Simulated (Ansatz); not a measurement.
# Rh wire along [110], 19 atoms a period: bands along the axis, part 2 of 2

Aim: is the Rh wire along [110], 19 atoms a period a metal or a semiconductor?

Ansatz 0.2.0; DFT PBE, plane waves, PAW; relaxation of a wire's period; PAW set soft_1 (the session's first sound run).

So far: Set-up; Relaxing the period.

### 2. Relaxing the period (continued)

The steps of the relaxation:

```
step  energy less that of the first step (eV)  largest force component (eV/Å)  pressure (GPa)  volume (Å³)
   1                                   0.0000                          1.0637           -4.17       690.52
   2                                  -0.3784                          0.5939            2.87       668.98
   3                                  -0.5794                          0.0653            0.16       676.97
   4                                  -0.5813                          0.0171           -0.02       677.39
  5*                                  -0.5776                          0.0171           -0.01       677.39
```

Relaxation steps marked * repeat the geometry before them on a plane-wave basis chosen anew for their cell, so energy and pressure can jump there.

Forces are held to the 8 operations that the run works with; a distortion that breaks them can't arise in this run.

| cell as run | before | after | change |
| --- | --- | --- | --- |
| c (Å) | 2.708 | 2.657 | -1.9 % |

The atoms that moved most (Å, along periodic axes as changes of fractional coordinates times the final cell, across vacuum about the mean position):

| atom | dx | dy | dz | length |
| --- | --- | --- | --- | --- |
| Rh4 | 0.000 | 0.150 | 0.000 | 0.150 |
| Rh18 | 0.000 | -0.150 | 0.000 | 0.150 |
| Rh1 | 0.078 | 0.042 | 0.000 | 0.089 |
| Rh6 | -0.078 | 0.042 | 0.000 | 0.089 |
| Rh16 | 0.078 | -0.042 | 0.000 | 0.089 |
| Rh19 | -0.078 | -0.042 | 0.000 | 0.089 |
| Rh12 | -0.002 | 0.052 | 0.000 | 0.052 |
| Rh8 | 0.002 | 0.052 | 0.000 | 0.052 |

Numbers from this step:

```yaml
energy_at_zero_smearing: -121641.7411 eV
cell_length_along_the_wire: 2.657 Å
```

The cell's length comes to 2.657 Å with spin left out.

### 3. The perfect wire

This step: DFT PBE, plane waves, PAW; bands of a perfect wire; PAW set soft_1 (Ansatz 0.2.0).

At the relaxed period the bands are computed along the axis; those that cross an energy going forward count the channels that a perfect wire would open there.

Input file input.yaml:

```yaml
crystal:
  lattice:
    - [14.46, 0.0, 0.0]
    - [0.0, 17.633, 0.0]
    - [0.0, 0.0, 2.6567075039]
  atoms:
    - { symbol: Rh, position: [0.240558831, 0.348791626, 0.0] }
    - { symbol: Rh, position: [0.237552587, 0.5, 0.0] }
    - { symbol: Rh, position: [0.5, 0.348637451, 0.0] }
    - { symbol: Rh, position: [0.5, 0.201332707, 0.0] }
    - { symbol: Rh, position: [0.5, 0.5, 0.0] }
    - { symbol: Rh, position: [0.759441169, 0.348791626, 0.0] }
    - { symbol: Rh, position: [0.762447413, 0.5, 0.0] }
    - { symbol: Rh, position: [0.36769174, 0.272542204, 0.5] }
    - { symbol: Rh, position: [0.36778441, 0.424388325, 0.5] }
    - { symbol: Rh, position: [0.36778441, 0.575611675, 0.5] }
    - { symbol: Rh, position: [0.36769174, 0.727457796, 0.5] }
    - { symbol: Rh, position: [0.63230826, 0.272542204, 0.5] }
    - { symbol: Rh, position: [0.63221559, 0.424388325, 0.5] }
    - { symbol: Rh, position: [0.63221559, 0.575611675, 0.5] }
    - { symbol: Rh, position: [0.63230826, 0.727457796, 0.5] }
    - { symbol: Rh, position: [0.240558831, 0.651208374, 0.0] }
    - { symbol: Rh, position: [0.5, 0.651362549, 0.0] }
    - { symbol: Rh, position: [0.5, 0.798667293, 0.0] }
    - { symbol: Rh, position: [0.759441169, 0.651208374, 0.0] }
kpoints:
  mp_grid: { grid: [1, 1, 31] }
  band_path: { path: ["Γ", Z], npoints: 90 }
scf:
  occupations: { method: fermi_dirac, width: 0.05 }
hamiltonian:
  xc: pbe
  pseudopotentials: { kind: paw, azcp: { folder: soft_1 } }
output:
  dos: { e_range: [-5, 4] }
  write_potential: true
  write_density: true
  volumetric_format: npy
```

Launch:

```bash
ansatz run input.yaml --threads 4 --pin off --max-ram 16384MiB --backend cpu --events-out ev --progress --plain --runs-dir out
```

Numbers of over 12 decimals in the logs are rounded to 6 here.

The program printed:

```text
[...]
Crystal: 19 atoms, lattice volume = 677.389 Å³
Basis set: ecut = 420 eV, 13319 PW (Γ)
Bands: 194, of which v1, the nominal top of the filled ones, is band 162 counted from 1 (161 counted from 0)
Symmetry: 8 space group operations
[...]
k-points: 16 of 31
[...]
SCF iter   1: F=—  HF=-121650.165824 eV  |F-HF|=—  |Δ(HF+E_count)|=         —  Δρ=5.88e-2  dr2=3.40e1  ethr=3.10e-3  ⟨swp⟩=7.5  Hψ=12175  notcnv=0  defer=49
[...]
SCF iter  12: F=-121641.889363 eV  HF=-121641.889363 eV  |F-HF|=3.96e-9  |Δ(HF+E_count)|=   3.74e-8  Δρ=1.80e-6  dr2=2.52e-8  ethr=3.10e-11  ⟨swp⟩=11.6  Hψ=8229  notcnv=0
SCF 1 converged in 12 iterations: F = -121641.889363 eV  dr2 = 2.52e-8
[...]
NSCF: frozen V_eff on 91 k-points
WARN: The output density's exchange-correlation potential varies sharply where the density is thin. Do not read a vacuum level from v_tot or v_xc, or from such a field of the output density. On a cell that repeats whose density bears no net charge and no dipole along the vacuum's axis use v_es (v_loc + v_h of the components); under efield.dipole_correction with no amplitude use v_es + v_field, which holds any externa [...]
SCF converged after 12 iterations
Free energy (F): -121641.889363 eV
[...]
Internal energy: -121641.579560 eV  (E = F + TS)
E sigma→0 (E₀):  -121641.734462 eV
Entropy (-TS):   -0.309804 eV (-16.305 meV/atom)
Fermi energy:    5.689799 eV
[...]
--- Band table (eV; the first three rows and the last of 16) ---
  k-point 0: bands = [... 158 lower, 5.3891, 5.4137, 5.4308, 5.5967, 5.6336, 5.7241, 5.7609, 5.8055, ... 28 higher]
  k-point 1: bands = [... 158 lower, 5.3569, 5.4012, 5.4499, 5.5766, 5.6490, 5.6717, 5.7559, 5.7571, ... 28 higher]
  k-point 2: bands = [... 158 lower, 5.3033, 5.4389, 5.5163, 5.5201, 5.5647, 5.6239, 5.6644, 5.7378, ... 28 higher]
  k-point 15: bands = [... 158 lower, 6.0027, 6.0158, 6.2175, 6.2730, 6.3111, 6.3220, 6.3861, 6.4283, ... 28 higher]
```

Wall time 3.3 min (4 threads of Arm Neoverse V2, shared host); peak memory 6 GiB.

Numbers from this step:

* energy at zero smearing: -121641.7345 eV
* band gap: 0 eV

The electronic bands at the labelled points (eV, zero at the Fermi level; # counts the bands kept):

```
  point    #51    #52    #53    #54    #55    #56   #57   #58
      Γ  -0.26  -0.09  -0.06   0.03   0.07   0.12  0.12  0.13
halfway  -0.37  -0.28  -0.15  -0.11  -0.08  -0.01  0.10  0.13
      Z   0.54   0.59   0.63   0.64   0.72   0.73  0.76  0.94
```

Between Γ and Z the bands cross the Fermi level 22 times, so a perfect wire would conduct at least 22 G₀, with spin left out.

### 4. What came out

| Item | Value |
| --- | --- |
| cell length, PBE | 2.657 Å |
| ballistic conductance by band crossings, a lower bound, PBE | 22 G₀ |

In words: Under PBE the cell's length is 2.66 Å, and the bands cross the Fermi level 22 times between Γ and Z, which gives a perfect wire at least 22 G₀ (opposite crossings within one step of the path cancel in such a count). No spin was allowed, though thin wires with open d shells can turn magnetic.

[Logs are printed without paths, hosts, clocks, repeated set-up lines and the standing remarks that a program may print on its own settings, such as how far it seeks lower states.]

[Hosts, paths, dates, database ids (printed as entryN), source tags and the programs' standing remarks are cut or masked in the printed files.]
